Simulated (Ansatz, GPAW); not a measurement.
**C/Pd(100): converging a work function**

How do cutoff, mesh, smearing and the dipole layer change the work function of C/Pd(100)?

Calculated with GPAW 26.7.0 and Ansatz 0.2.0; Ansatz plane waves; slab in vacuum with a dipole correction, relaxation, in the first sound run; inputs show where later runs differ.

This is a report of a sequence of runs, with most program output left out.

## 1. Set-up

The cell holds 5 atoms: 4 Pd and 1 C. Cell: a = 2.751 Å, b = 2.751 Å, c = 22.751 Å, α = 90.0°, β = 90.0°, γ = 90.0°. Vacuum lies along c.

## 2. Relaxation

The atoms are relaxed first, since the surface dipole, and with it the work function, follows the positions of the outer layers. The lowest 2 atoms are held at bulk positions and keep their forces.

The input, input.yaml:

```yaml
crystal:
  lattice:
    - [2.7506453788, 0.0, 0.0]
    - [0.0, 2.7506453788, 0.0]
    - [0.0, 0.0, 22.7512286832]
  atoms:
    - { symbol: Pd, position: [0.5, 0.5, 0.3516293608] }
    - { symbol: Pd, position: [0.0, 0.0, 0.4371192492] }
    - { symbol: Pd, position: [0.5, 0.5, 0.5226091375] }
    - { symbol: Pd, position: [0.0, 0.0, 0.6080990259] }
    - { symbol: C, position: [0.5, 0.5, 0.6483706392] }
kpoints:
  mp_grid: { grid: [11, 11, 1] }
hamiltonian:
  xc: pbe
scf:
  occupations: { method: fermi_dirac, width: 0.1 }
efield:
  axis: 3
  dipole_correction: true
  ramp_width: 0.05
relax:
  f_tol: 0.02
  max_steps: 60
  constraints: [{ sites: [0, 1] }]
output:
  write_potential: true
  write_density: true
  volumetric_format: npy
```

Launch:

```sh
> ansatz run input.yaml --threads 2 --pin off --max-ram 4096MiB --backend cpu --events-out ev --progress --plain --runs-dir out
```

It took 53 s on 2 threads of Intel Xeon Platinum 8375C at 2.90GHz (Ice Lake), shared host; peak memory 0.53 GiB; 1.7 min of CPU time.

The steps of the relaxation:

| step | energy less that of the first step (eV) | largest force component (eV/Å) |
| --- | --- | --- |
| 1 | 0.0000 | 1.4920 |
| 2 | -0.1112 | 0.4646 |
| 3 | -0.1406 | 0.2287 |
| 4 | -0.1594 | 0.1265 |
| 5 | -0.1646 | 0.0207 |
| 6 | -0.1648 | 0.0062 |

The run keeps the 8 symmetry operations that it works with, so distortions that break them were not tested.

The atoms that moved most (Å):

| atom | dx | dy | dz | length |
| --- | --- | --- | --- | --- |
| Pd4 | 0.000 | 0.000 | 0.259 | 0.259 |
| C5 | 0.000 | 0.000 | -0.100 | 0.100 |
| Pd3 | 0.000 | 0.000 | 0.083 | 0.083 |

Final coordinates:

```
Pd C
1.0
     2.75065    0.00000    0.00000
     0.00000    2.75065    0.00000
     0.00000    0.00000   22.75123
Pd C
4 1
Cartesian
  1.3753 1.3753 8.0000
  0.0000 0.0000 9.9450
  1.3753 1.3753 11.9734
  0.0000 0.0000 14.0942
  1.3753 1.3753 14.6515
```

Numbers from this step:

```yaml
free_energy: -28138.2253 eV
smearing_term_ts: 0.2218 eV
symmetry_operations: 8
upper_work_function: 5.417 eV
lower_work_function: 5.131 eV
dipole_along_the_normal: -0.01197 e·Å
dipole_field: -0.01258 V/Å
vacuum_level_above: 9.484 eV
vacuum_level_below: 9.198 eV
```

The electrostatic potential energy of an electron (with the applied field's), less the Fermi level, planar mean oscillates, so the rows of the table below give means over windows of 1 Å about each position, cut where the curve ends. Its maxima inside the range that stand out by 2 % of the span (Å: eV): 9.0: -1.13, 10.9: -0.500, 13.1: -0.749. Its minima: 8.0: -15.3, 10.0: -15.5, 11.9: -15.5, 14.4: -23.0.

Electrostatic potential energy of an electron (with the applied field's), less the Fermi level, planar mean against z; means over each step:

z (Å), electrostatic potential energy of an electron (with the applied field's), less the Fermi level, planar mean (eV) and a bar from the least value:
```
        0        5.2 ##############################
        1        5.1 ##############################
        2        5.1 ##############################
        3        5.1 ##############################
        4        5.1 ##############################
        5        5.1 ##############################
        6        4.8 #############################
        7        0.4 ########################
        8      -12.5 #######
        9       -4.3 ##################
       10      -12.6 #######
       11       -3.5 ###################
       12      -12.7 #######
       13       -3.3 ###################
       14      -18.0 
       15       -8.5 ############
       16        4.6 #############################
       17        5.4 ##############################
       18        5.4 ##############################
       19        5.4 ##############################
       20        5.4 ##############################
       21        5.4 ##############################
       22        5.4 ##############################
```

The valence density, planar mean oscillates, so the rows of the table below give means over windows of 1.99 Å about each position, cut where the curve ends. Its maxima inside the range that stand out by 2 % of the span (Å: e/Å³): 8.0: 2.22, 10.0: 2.25, 11.9: 2.24, 14.1: 2.41. Its minima: 9.0: 0.366, 10.9: 0.317, 13.1: 0.285.

The valence density, planar mean by z; means over each step:

| z (Å) | valence density, planar mean (e/Å³) |
| --- | --- |
| 2.98 | 8.3e-6 |
| 4.97 | 0.00149 |
| 6.96 | 0.552 |
| 8.95 | 1.25 |
| 10.94 | 1.15 |
| 12.93 | 1.08 |
| 14.92 | 1.01 |
| 16.91 | 0.00622 |
| 18.90 | 1.2e-5 |

The relaxation lowered the energy of the cell by 0.165 eV.

## 3. Plane waves, PBE

With the geometry fixed, the planar mean of the potential gives the vacuum level on each side.

This step: GPAW, PAW setups; slab in vacuum (GPAW 26.7.0).

The input, run.py:

```python
import json
import numpy as np
from ase import Atoms
from gpaw import GPAW, PW

slab = Atoms(
    ['Pd', 'Pd', 'Pd', 'Pd', 'C'],
    positions=[
        [1.37532, 1.37532, 8.00000],
        [0.00000, 0.00000, 9.94500],
        [1.37532, 1.37532, 11.97342],
        [0.00000, 0.00000, 14.09415],
        [1.37532, 1.37532, 14.65153]],
    cell=[[2.75065, 0.0, 0.0], [0.0, 2.75065, 0.0], [0.0, 0.0, 22.75123]],
    pbc=[True, True, False])

slab.calc = GPAW(mode=PW(500), xc='PBE', kpts={'size': (11, 11, 1), 'gamma': True},
                 occupations={'name': 'fermi-dirac', 'width': 0.1}, nbands='140%',
                 convergence={'density': 1e-05}, maxiter=200,
                 poissonsolver={'dipolelayer': 'xy'},
                 symmetry={'tolerance': 1e-3}, txt='slab.txt')
result = {}
energy = slab.get_potential_energy()
fermi = slab.calc.get_fermi_level()
v = slab.calc.get_electrostatic_potential().mean((0, 1)) - fermi
n = slab.calc.get_pseudo_density().mean((0, 1))
L = slab.cell[2, 2]
z = np.arange(len(v)) * L / len(v)
low, high = slab.positions[:, 2].min(), slab.positions[:, 2].max()
below, above = np.interp([low - 5.8, high + 5.8], z, v)
slopes = [np.interp(x, z, np.gradient(v, z)) for x in (low - 5.8, high + 5.8)]
eps = np.array([[slab.calc.get_eigenvalues(k, s) for k in range(len(slab.calc.get_ibz_k_points()))]
                for s in range(slab.calc.get_number_of_spins())]) - fermi
top, bottom = eps[eps < 0].max(), eps[eps > 0].min()
dipole = slab.get_dipole_moment()[2]
print(f'energy {energy:.4f} eV, Fermi level {fermi:.4f} eV, dipole {dipole:.5f} e A')
print(f'potential 5.8 A off the faces, from the Fermi level: lower {below:.4f} eV, upper {above:.4f} eV')
print(f'slope of the potential there: lower {slopes[0]:.5f}, upper {slopes[1]:.5f} eV/A')
print(f'nearest levels on the mesh: {top:.4f} and {bottom:.4f} eV')
print('magnetic moment', round(slab.get_magnetic_moment(), 3))
result.update(energy=energy, fermi=fermi, dipole=dipole, below=below, above=above, slopes=slopes, edges=[top, bottom],
              z=z.tolist(), v=v.tolist(), n=n.tolist(), positions=slab.positions.tolist(),
              forces=slab.get_forces(apply_constraint=False).tolist(), moments=slab.get_magnetic_moments().tolist())
json.dump(result, open('result.json', 'w'))
```

Launch:

```sh
> OMP_NUM_THREADS=1 OPENBLAS_NUM_THREADS=2 python run.py
```

It took 2.6 min on 2 threads; peak memory 0.27 GiB.

Numbers from this step:

- dipole along the normal: -0.01222 e·Å
- levels nearest the Fermi level on the mesh: -0.002670, 0.006939 eV from the Fermi level
- upper work function: 5.419 eV
- lower work function: 5.125 eV

Electrostatic potential energy of an electron (without an applied field's), less the Fermi level, planar mean against z:

z (Å), electrostatic potential energy of an electron (without an applied field's), less the Fermi level, planar mean (eV) and a bar from the least value:
```
      0.0        5.3 ##############################
      0.5        5.1 ##############################
      1.0        5.1 ##############################
      1.5        5.1 ##############################
      2.0        5.1 ##############################
      2.5        5.1 ##############################
      3.0        5.1 ##############################
      3.5        5.1 ##############################
      4.0        5.1 ##############################
      4.5        5.1 ##############################
      5.0        5.1 ##############################
      5.5        5.1 ##############################
      6.0        4.9 #############################
      6.5        4.3 #############################
      7.0        1.8 ##########################
      7.5       -7.7 #################
      8.0      -19.1 #####
      8.5       -7.9 ################
      9.0       -1.1 #######################
      9.5       -9.8 ###############
     10.0      -19.1 #####
     10.5       -6.6 ##################
     11.0       -0.5 ########################
     11.5       -8.9 ################
     12.0      -19.3 #####
     12.5       -7.6 #################
     13.0       -0.6 ########################
     13.5       -7.2 #################
     14.0      -23.3 #
     14.5      -24.2 
     15.0       -7.1 #################
     15.5        2.8 ###########################
     16.0        4.9 #############################
     16.5        5.3 ##############################
     17.0        5.4 ##############################
     17.5        5.4 ##############################
     18.0        5.4 ##############################
     18.5        5.4 ##############################
     19.0        5.4 ##############################
     19.5        5.4 ##############################
     20.0        5.4 ##############################
     20.5        5.4 ##############################
     21.0        5.4 ##############################
     21.5        5.4 ##############################
     22.0        5.4 ##############################
     22.5        5.4 ##############################
```

The pseudo valence density, planar mean oscillates, so the rows of the table below give means over windows of 2.09 Å about each position, cut where the curve ends. Its maxima inside the range that stand out by 2 % of the span (Å: e/Å³): 8.0: 2.38, 9.9: 2.31, 11.9: 2.40, 14.0: 2.50. Its minima: 8.9: 0.358, 11.0: 0.312, 13.1: 0.282.

The pseudo valence density, planar mean by z; means over each step:

| z (Å) | pseudo valence density, planar mean (e/Å³) |
| --- | --- |
| 3.13 | 1.3e-5 |
| 5.22 | 0.00325 |
| 7.31 | 0.829 |
| 9.40 | 1.08 |
| 11.49 | 1.03 |
| 13.58 | 1.11 |
| 15.67 | 0.239 |
| 17.77 | 4.8e-4 |
| 19.85 | 0 |

Force by atom:

| atom | x (eV/Å) | y (eV/Å) | z (eV/Å) | size |
| --- | --- | --- | --- | --- |
| Pd1 | 0.000 | 0.000 | -0.230 | 0.230 |
| Pd2 | 0.000 | 0.000 | 0.232 | 0.232 |
| Pd3 | 0.000 | 0.000 | -0.022 | 0.022 |
| Pd4 | 0.000 | 0.000 | -0.043 | 0.043 |
| C5 | 0.000 | 0.000 | 0.061 | 0.061 |

The potential is flat to 1.4e-4 eV/Å where it is read, so the vacuum is wide enough. The geometry is the other program's minimum; here the largest force on a free atom is 0.061 eV/Å.

## 4. Cutoff 200

The cutoff limits how sharply the smooth valence waves can vary, which tells mostly near the atoms.

Edit run.py of step 3 so:

```diff
@@ -16,3 +16,3 @@
 
-slab.calc = GPAW(mode=PW(500), xc='PBE', kpts={'size': (11, 11, 1), 'gamma': True},
+slab.calc = GPAW(mode=PW(200), xc='PBE', kpts={'size': (11, 11, 1), 'gamma': True},
                  occupations={'name': 'fermi-dirac', 'width': 0.1}, nbands='140%',
```

Run time: 48 s. Hardware: 2 threads; peak memory 0.16 GiB.

The run finished. A setting was moved off its sound value on purpose, so it serves as a test and not as the result.

The fault put into the input: a cutoff under that of the base run: the energy of the cell lies 5.1 eV from the base value (ecut = 200).

Side by side:

| quantity | this run | sound run | difference |
| --- | --- | --- | --- |
| upper work function (eV) | 5.1573 | 5.4192 | -0.262 |
| lower work function (eV) | 5.1966 | 5.1252 | 0.0714 |

The two runs differ clearly in the upper work function: 5.16 eV against 5.42 eV.

## 5. Cutoff 300

Edit run.py of step 4 so:

```diff
@@ -16,3 +16,3 @@
 
-slab.calc = GPAW(mode=PW(200), xc='PBE', kpts={'size': (11, 11, 1), 'gamma': True},
+slab.calc = GPAW(mode=PW(300), xc='PBE', kpts={'size': (11, 11, 1), 'gamma': True},
                  occupations={'name': 'fermi-dirac', 'width': 0.1}, nbands='140%',
```

Run time: 89 s. Hardware: 2 threads; peak memory 0.19 GiB.

The run finished. A setting was moved off its sound value on purpose, so it serves as a test and not as the result.

The fault put into the input: a cutoff under that of the base run: the energy of the cell lies 1.6 eV from the base value (ecut = 300).

Side by side:

| quantity | this run | sound run | difference |
| --- | --- | --- | --- |
| dipole along the normal (e·Å) | -0.0094871 | -0.012220 | 0.00273 |
| upper work function (eV) | 5.3799 | 5.4192 | -0.0393 |
| lower work function (eV) | 5.1458 | 5.1252 | 0.0206 |

The two runs differ clearly in the upper work function: 5.38 eV against 5.42 eV.

## 6. Cutoff 700: ecut = 700

Edit run.py of step 5 so:

```diff
@@ -16,3 +16,3 @@
 
-slab.calc = GPAW(mode=PW(300), xc='PBE', kpts={'size': (11, 11, 1), 'gamma': True},
+slab.calc = GPAW(mode=PW(700), xc='PBE', kpts={'size': (11, 11, 1), 'gamma': True},
                  occupations={'name': 'fermi-dirac', 'width': 0.1}, nbands='140%',
```

Run time: 5.7 min. Hardware: 2 threads; peak memory 0.36 GiB.

This step gave:

- dipole along the normal: -0.01224 e·Å
- levels nearest the Fermi level on the mesh: -0.002585, 0.006924 eV from the Fermi level
- lower work function: 5.126 eV

The electrostatic potential energy of an electron (without an applied field's), less the Fermi level, planar mean oscillates, so the rows of the table below give means over windows of 1 Å about each position, cut where the curve ends. Its maxima inside the range that stand out by 2 % of the span (Å: eV): 8.9: -1.04, 11.0: -0.461, 13.0: -0.606. Its minima: 8.0: -19.2, 9.9: -19.4, 11.9: -19.4, 14.2: -25.8.

Table of electrostatic potential energy of an electron (without an applied field's), less the Fermi level, planar mean by z; means over each step:

| z (Å) | electrostatic potential energy of an electron (without an applied field's), less the Fermi level, planar mean (eV) |
| --- | --- |
| 0 | 5.18 |
| 1 | 5.13 |
| 2 | 5.13 |
| 3 | 5.13 |
| 4 | 5.12 |
| 5 | 5.10 |
| 6 | 4.83 |
| 7 | 0.650 |
| 8 | -14.7 |
| 9 | -3.73 |
| 10 | -14.9 |
| 11 | -2.96 |
| 12 | -15.0 |
| 13 | -2.86 |
| 14 | -20.2 |
| 15 | -8.94 |
| 16 | 4.62 |
| 17 | 5.39 |
| 18 | 5.42 |
| 19 | 5.42 |
| 20 | 5.42 |
| 21 | 5.42 |
| 22 | 5.41 |

The pseudo valence density, planar mean oscillates, so the rows of the table below give means over windows of 2.11 Å about each position, cut where the curve ends. Its maxima inside the range that stand out by 2 % of the span (Å: e/Å³): 8.0: 2.38, 9.9: 2.40, 12.0: 2.38, 14.1: 2.58. Its minima: 8.9: 0.355, 10.9: 0.317, 13.0: 0.279.

Table of pseudo valence density, planar mean by z; means over each step:

| z (Å) | pseudo valence density, planar mean (e/Å³) |
| --- | --- |
| 3.17 | 1.5e-5 |
| 5.28 | 0.00374 |
| 7.39 | 0.865 |
| 9.50 | 1.06 |
| 11.61 | 1.02 |
| 13.72 | 1.14 |
| 15.83 | 0.173 |
| 17.94 | 2.8e-4 |
| 20.05 | 0 |

Force by atom:

| atom | x (eV/Å) | y (eV/Å) | z (eV/Å) | size |
| --- | --- | --- | --- | --- |
| Pd1 | 0.000 | 0.000 | -0.230 | 0.230 |
| Pd2 | 0.000 | 0.000 | 0.231 | 0.231 |
| Pd3 | 0.000 | 0.000 | -0.022 | 0.022 |
| Pd4 | 0.000 | 0.000 | -0.041 | 0.041 |
| C5 | 0.000 | 0.000 | 0.063 | 0.063 |

The upper face's work function is 5.419 eV, against 5.419 eV in the first plane-wave PBE run at this geometry.

## 7. K mesh 4×4

The mesh in the plane samples the bands: a metal's Fermi level needs it dense, and band edges must lie on it.

Edit run.py of step 6 so:

```diff
@@ -16,3 +16,3 @@
 
-slab.calc = GPAW(mode=PW(700), xc='PBE', kpts={'size': (11, 11, 1), 'gamma': True},
+slab.calc = GPAW(mode=PW(500), xc='PBE', kpts={'size': (4, 4, 1), 'gamma': True},
                  occupations={'name': 'fermi-dirac', 'width': 0.1}, nbands='140%',
```

Run time: 50 s. Hardware: 2 threads; peak memory 0.21 GiB.

The run finished with changed settings (kpts = [4, 4]); it serves as a test.

The two runs compared:

| quantity | this run | sound run | difference |
| --- | --- | --- | --- |
| dipole along the normal (e·Å) | -0.0070474 | -0.012220 | 0.00517 |
| upper work function (eV) | 5.3382 | 5.4192 | -0.0810 |
| lower work function (eV) | 5.1680 | 5.1252 | 0.0428 |

One result that differs is the upper work function, 5.34 eV against 5.42 eV.

## 8. K mesh 7×7

Edit run.py of step 7 so:

```diff
@@ -16,3 +16,3 @@
 
-slab.calc = GPAW(mode=PW(500), xc='PBE', kpts={'size': (4, 4, 1), 'gamma': True},
+slab.calc = GPAW(mode=PW(500), xc='PBE', kpts={'size': (7, 7, 1), 'gamma': True},
                  occupations={'name': 'fermi-dirac', 'width': 0.1}, nbands='140%',
```

Elapsed: 100 s, on 2 threads; peak memory 0.22 GiB.

The run finished with changed settings (kpts = [7, 7]); it serves as a test.

Side by side:

| quantity | this run | sound run | difference |
| --- | --- | --- | --- |
| dipole along the normal (e·Å) | -0.011446 | -0.012220 | 7.7e-4 |
| upper work function (eV) | 5.4465 | 5.4192 | 0.0273 |
| lower work function (eV) | 5.1710 | 5.1252 | 0.0458 |

One result that differs is the lower work function, 5.17 eV against 5.13 eV.

## 9. K mesh 16×16: kpts = [16, 16]

Edit run.py of step 8 so:

```diff
@@ -16,3 +16,3 @@
 
-slab.calc = GPAW(mode=PW(500), xc='PBE', kpts={'size': (7, 7, 1), 'gamma': True},
+slab.calc = GPAW(mode=PW(500), xc='PBE', kpts={'size': (16, 16, 1), 'gamma': True},
                  occupations={'name': 'fermi-dirac', 'width': 0.1}, nbands='140%',
```

The job ended after 5.5 min (2 threads; peak memory 0.37 GiB).

Numbers from this step:

| Property | Result |
| --- | --- |
| dipole along the normal | -0.01250 e·Å |
| levels nearest the Fermi level on the mesh | -0.002292, 0.01491 eV from the Fermi level |
| upper work function | 5.425 eV |
| lower work function | 5.124 eV |

The upper face's work function is 5.425 eV, against 5.419 eV in the first plane-wave PBE run at this geometry.

## 10. Scheme Marzari-Vanderbilt, smearing 0.2

Smearing changes the occupations near the Fermi level, and with them the level itself. Smearing helps the SCF of a metal converge, but it blurs occupations at band edges near the Fermi level.

Edit run.py of step 9 so:

```diff
@@ -16,4 +16,4 @@
 
-slab.calc = GPAW(mode=PW(500), xc='PBE', kpts={'size': (16, 16, 1), 'gamma': True},
-                 occupations={'name': 'fermi-dirac', 'width': 0.1}, nbands='140%',
+slab.calc = GPAW(mode=PW(500), xc='PBE', kpts={'size': (11, 11, 1), 'gamma': True},
+                 occupations={'name': 'marzari-vanderbilt', 'width': 0.2}, nbands='140%',
                  convergence={'density': 1e-05}, maxiter=200,
```

The job ended after 2.9 min (2 threads; peak memory 0.27 GiB).

This step gave:

```yaml
dipole_along_the_normal: -0.009936 e·Å
levels_nearest_the_fermi_level_on_the_mesh: -0.004257, 0.006763 eV from the Fermi level
upper_work_function: 5.404 eV
lower_work_function: 5.165 eV
```

The electrostatic potential energy of an electron (without an applied field's), less the Fermi level, planar mean by z:

| z (Å) | electrostatic potential energy of an electron (without an applied field's), less the Fermi level, planar mean (eV) |
| --- | --- |
| 0.0 | 5.28 |
| 0.5 | 5.16 |
| 1.0 | 5.16 |
| 1.5 | 5.16 |
| 2.0 | 5.16 |
| 2.5 | 5.16 |
| 3.0 | 5.16 |
| 3.5 | 5.16 |
| 4.0 | 5.16 |
| 4.5 | 5.16 |
| 5.0 | 5.15 |
| 5.5 | 5.11 |
| 6.0 | 4.95 |
| 6.5 | 4.33 |
| 7.0 | 1.88 |
| 7.5 | -7.62 |
| 8.0 | -19.1 |
| 8.5 | -7.92 |
| 9.0 | -1.03 |
| 9.5 | -9.75 |
| 10.0 | -19.1 |
| 10.5 | -6.56 |
| 11.0 | -0.493 |
| 11.5 | -8.85 |
| 12.0 | -19.3 |
| 12.5 | -7.55 |
| 13.0 | -0.624 |
| 13.5 | -7.21 |
| 14.0 | -23.3 |
| 14.5 | -24.2 |
| 15.0 | -7.06 |
| 15.5 | 2.75 |
| 16.0 | 4.87 |
| 16.5 | 5.30 |
| 17.0 | 5.38 |
| 17.5 | 5.40 |
| 18.0 | 5.40 |
| 18.5 | 5.40 |
| 19.0 | 5.40 |
| 19.5 | 5.40 |
| 20.0 | 5.40 |
| 20.5 | 5.40 |
| 21.0 | 5.40 |
| 21.5 | 5.40 |
| 22.0 | 5.40 |
| 22.5 | 5.37 |

The upper face's work function is 5.404 eV, against 5.419 eV in the first plane-wave PBE run at this geometry.

(Part 1 of 2 ends here.)

[Logs are printed without paths, hosts, clocks, repeated set-up lines and the standing remarks that a program may print on its own settings, such as how far it seeks lower states.]

[Hosts, paths, dates, database ids (printed as entryN), source tags and the programs' standing remarks are cut or masked in the printed files.]
